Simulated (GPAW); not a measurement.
# Screening of a field by W2CS2 MXene monolayer, part 2 of 2

Aim: the dipole that a field along the normal induces in W2CS2 MXene monolayer.

GPAW 26.7.0; GPAW, PAW setups; layer in a repeated cell with vacuum, relaxation of atoms and in-plane cell (the session's first sound run).

So far. Step 8 (Field on): The dipole is now 0.0374 e Å, against -5.0e-4 in the run without a field. Step 9 (In a field): The dipole is now 0.0747 e Å, against -5.0e-4 in the run without a field.

### 10. In a field

Input file run.py:

```python
import json
import numpy as np
from ase import Atoms
from gpaw import GPAW, PW
from gpaw.external import ConstantElectricField

slab = Atoms(
    ['S', 'W', 'C', 'W', 'S'],
    positions=[
        [-0.00000, 1.88845, 7.00000],
        [1.63544, 0.94422, 8.61686],
        [0.00000, -0.00000, 9.68318],
        [-0.00000, 1.88845, 10.74951],
        [1.63544, 0.94422, 12.36636]],
    cell=[[3.27088, -0.0, 0.0], [-1.63544, 2.83266, 0.0], [0.0, 0.0, 19.3664]],
    pbc=[True, True, False])

slab.calc = GPAW(mode=PW(500), xc='PBE', kpts={'size': (12, 12, 1), 'gamma': True},
                 occupations={'name': 'fermi-dirac', 'width': 0.05}, nbands='160%',
                 convergence={'density': 1e-05}, maxiter=200,
                 poissonsolver={'dipolelayer': 'xy'},
                 external=ConstantElectricField(0.3, [0, 0, 1]),
                 symmetry={'tolerance': 1e-3}, txt='slab.txt')
result = {}
energy = slab.get_potential_energy()
fermi = slab.calc.get_fermi_level()
v = slab.calc.get_electrostatic_potential().mean((0, 1)) - fermi
n = slab.calc.get_pseudo_density().mean((0, 1))
L = slab.cell[2, 2]
z = np.arange(len(v)) * L / len(v)
low, high = slab.positions[:, 2].min(), slab.positions[:, 2].max()
below, above = np.interp([low - 4.8, high + 4.8], z, v)
slopes = [np.interp(x, z, np.gradient(v, z)) for x in (low - 4.8, high + 4.8)]
eps = np.array([[slab.calc.get_eigenvalues(k, s) for k in range(len(slab.calc.get_ibz_k_points()))]
                for s in range(slab.calc.get_number_of_spins())]) - fermi
top, bottom = eps[eps < 0].max(), eps[eps > 0].min()
dipole = slab.get_dipole_moment()[2]
print(f'energy {energy:.4f} eV, Fermi level {fermi:.4f} eV, dipole {dipole:.5f} e A')
print(f'potential 4.8 A off the faces, from the Fermi level: lower {below:.4f} eV, upper {above:.4f} eV')
print(f'slope of the potential there: lower {slopes[0]:.5f}, upper {slopes[1]:.5f} eV/A')
print(f'nearest levels on the mesh: {top:.4f} and {bottom:.4f} eV')
print('magnetic moment', round(slab.get_magnetic_moment(), 3))
result.update(energy=energy, fermi=fermi, dipole=dipole, below=below, above=above, slopes=slopes, edges=[top, bottom],
              z=z.tolist(), v=v.tolist(), n=n.tolist(), positions=slab.positions.tolist(),
              forces=slab.get_forces(apply_constraint=False).tolist(), moments=slab.get_magnetic_moments().tolist())
json.dump(result, open('result.json', 'w'))
```

Launch:

```console
$ OMP_NUM_THREADS=1 OPENBLAS_NUM_THREADS=1 python run.py
```

The job ended after 1.9 min (1 thread of AMD EPYC 9B45 (Zen 5), shared host; peak memory 0.53 GiB).

The electrostatic potential energy of an electron (without an applied field's), less the Fermi level, planar mean oscillates, so the rows of the table below give means over windows of 1 Å about each position, cut where the curve ends. Its maxima inside the range that stand out by 2 % of the span (Å: eV): 1.5: 6.18, 7.6: -5.45, 9.3: -12.2, 10.0: -12.4, 11.7: -6.64. Its minima: 7.0: -17.1, 8.6: -23.2, 9.7: -14.5, 10.7: -23.8, 12.4: -18.7.

Electrostatic potential energy of an electron (without an applied field's), less the Fermi level, planar mean against z; means over each step:

z (Å), electrostatic potential energy of an electron (without an applied field's), less the Fermi level, planar mean (eV) and a bar from the least value:
```
        0        5.8 #############################
        1        6.2 ##############################
        2        6.2 ##############################
        3        6.2 ##############################
        4        6.2 ##############################
        5        6.0 ##############################
        6        3.1 ##########################
        7      -11.8 ########
        8      -11.2 ########
        9      -17.4 #
       10      -14.5 ####
       11      -17.9 
       12      -12.0 #######
       13       -4.1 #################
       14        3.6 ###########################
       15        4.0 ###########################
       16        4.0 ###########################
       17        4.0 ###########################
       18        4.0 ###########################
       19        4.1 ###########################
```

The dipole is now 0.112 e Å, against -5.0e-4 in the run without a field.

### 11. The series

The members are put on one axis.

This step: induced dipole against applied field (GPAW 26.7.0).

Dipole along the normal against field:

```tsv
field (V/Å)	dipole along the normal (e·Å)
-0.200	-0.0747
-0.100	-0.0374
-0.050	-0.0187
0.000	-5.0e-4
0.050	0.0187
0.100	0.0374
0.200	0.0747
0.300	0.112
```

### 12. A changed run

One more run, with changed settings.

This step: GPAW, PAW setups; slab in vacuum (GPAW 26.7.0).

Edit run.py of step 10 so:

```diff
@@ -4,3 +4,2 @@
 from gpaw import GPAW, PW
-from gpaw.external import ConstantElectricField
 
@@ -17,7 +16,6 @@
 
-slab.calc = GPAW(mode=PW(500), xc='PBE', kpts={'size': (12, 12, 1), 'gamma': True},
+slab.calc = GPAW(mode=PW(500), xc='pbe96', kpts={'size': (12, 12, 1), 'gamma': True},
                  occupations={'name': 'fermi-dirac', 'width': 0.05}, nbands='160%',
-                 convergence={'density': 1e-05}, maxiter=200,
+                 convergence={'density': 1e-05}, maxiter=75,
                  poissonsolver={'dipolelayer': 'xy'},
-                 external=ConstantElectricField(0.3, [0, 0, 1]),
                  symmetry={'tolerance': 1e-3}, txt='slab.txt')
```

Wall time 0.41 s (1 thread); peak memory 0.1 GiB.

The program refused the input before any cycle.

The program's message: “NameError: Unknown functional: pbe96.”

The change that led to it: xc = "pbe96".

### 13. Summary of results

```json
{"work function, upper and lower face": "5.089 and 5.078 eV", "dipole along the normal": "-5.0e-4 e Å", "induced dipole per field": "0.374 e Å per V/Å", "out-of-plane polarisability per area, α/(ε0 A)": "7.30 Å"}
```

What this shows: The field induces 0.374 e Å per V/Å, a polarisable thickness α/(ε0 A) of 7.30 Å beside 5.37 Å between the outermost nuclei. A perfect conductor would give the distance between its two image planes; a dielectric of thickness t gives t(1 - 1/ε). The induced dipole is linear in the field over this range. The starting lattice was a guess from atomic radii; the relaxation moved it by 5 %. The small printed dipole stands for a step of 9.7 meV from the lower to the upper face, and the probes find 11 meV; values this small are near the numerical noise of both. The layer's cell and atoms come from the relaxation; spin-orbit coupling and temperature are left out.

[Logs are printed without paths, hosts, clocks, repeated set-up lines and the standing remarks that a program may print on its own settings, such as how far it seeks lower states.]

[Hosts, paths, dates, database ids (printed as entryN), source tags and the programs' standing remarks are cut or masked in the printed files.]
